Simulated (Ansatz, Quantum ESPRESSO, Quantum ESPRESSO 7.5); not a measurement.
## Mo2CCl2 MXene, 1 layer: biaxial strain by an ASE script

How do the band edges of Mo2CCl2 MXene, 1 layer move against the vacuum when the sheet is stretched?

Method: plane-wave DFT, PBE, GBRV ultrasoft pseudopotentials (geometry by Ansatz 0.2.0 with PAW datasets; geometry under PBE), in Quantum ESPRESSO 7.5.

### 1. The starting structure

The cell holds 5 atoms: 2 Cl, 2 Mo and 1 C. Cell: a = 3.025 Å, b = 3.025 Å, c = 20.697 Å, α = 90.0°, β = 90.0°, γ = 120.0°. It derives from Mo2CCl2. Vacuum lies along c.

### 2. Geometry from Ansatz

A relaxation in Ansatz fixes the structure of this slab for the runs on it.

The input, input.yaml:

```yaml
crystal:
  lattice:
    - [3.024736, 0.0, 0.0]
    - [-1.512368, 2.6194982157, 0.0]
    - [0.0, 0.0, 20.6970420764]
  atoms:
    - { symbol: Cl, position: [0.3333333333, 0.6666666667, 0.3623706215] }
    - { symbol: Mo, position: [0.6666666667, 0.3333333333, 0.4423357098] }
    - { symbol: C, position: [0.0, 0.0, 0.5] }
    - { symbol: Mo, position: [0.3333333333, 0.6666666667, 0.5576642902] }
    - { symbol: Cl, position: [0.6666666667, 0.3333333333, 0.6376293785] }
kpoints:
  mp_grid: { grid: [12, 12, 1] }
hamiltonian:
  xc: pbe
scf:
  occupations: { method: fermi_dirac, width: 0.05 }
  convergence: { dr2_threshold: 1.0e-08 }
efield:
  axis: 3
  dipole_correction: true
  ramp_position: 0.97
  ramp_width: 0.04
relax:
  f_tol: 0.01
  cell: { fix: [c, alpha, beta] }
output:
  write_potential: true
  write_density: true
  volumetric_format: npy
```

Command:

```sh
$ ansatz run input.yaml --threads 2 --pin off --max-ram 4096MiB --backend cpu --events-out ev --progress --plain --runs-dir out
```

Planned after this: the script; the script: vdW-DF-cx, GBRV ultrasoft; the script, with maxstep = 4; A check by hand. Settings of the main run: cutoff 40 Ry, smearing, fd smearing, smearing width 0.002 Ry, SCF threshold 1.00e-9, maxstep 100, strains (-0.03, -0.015, 0, 0.015, 0.03), filled 23, k 12, k2 12, gbrv-pbe-1.5 potentials, 12×12×1 k-mesh, assume isolated esm, esm bc bc1.

What does the calculation give for the C11 + C12, heights clamped, PBE, GBRV ultrasoft?

The sheet's biaxial stiffness comes to 327 N/m (PBE, GBRV ultrasoft). The bands touch or overlap at some strains, so edges by band count are no gaps there. Heights are clamped under strain, which makes a sheet with several atomic planes too stiff.

- C11 + C12, heights clamped, PBE, GBRV ultrasoft: 327 N/m
- C11 + C12, heights clamped, vdW-DF-cx, GBRV ultrasoft (made under PBE): 323 N/m

Zero strain is the PBE cell; under vdW-DF-cx the energy is lowest near -0.9 %, so its stiffness is taken away from its own minimum. Semilocal gaps are too small. Spin-orbit coupling is left out; depending on the atoms that carry the levels of interest, it can split and shift them by tens to hundreds of meV.

[Logs are printed without paths, hosts, clocks, repeated set-up lines and the standing remarks that a program may print on its own settings, such as how far it seeks lower states.]

[Hosts, paths, dates, database ids (printed as entryN), source tags and the programs' standing remarks are cut or masked in the printed files.]

[Maps of the electrostatic potential energy from Ansatz leave out the sawtooth potential of an applied field or a dipole correction, so their vacuum need not be flat; planar profiles and work functions include it.]
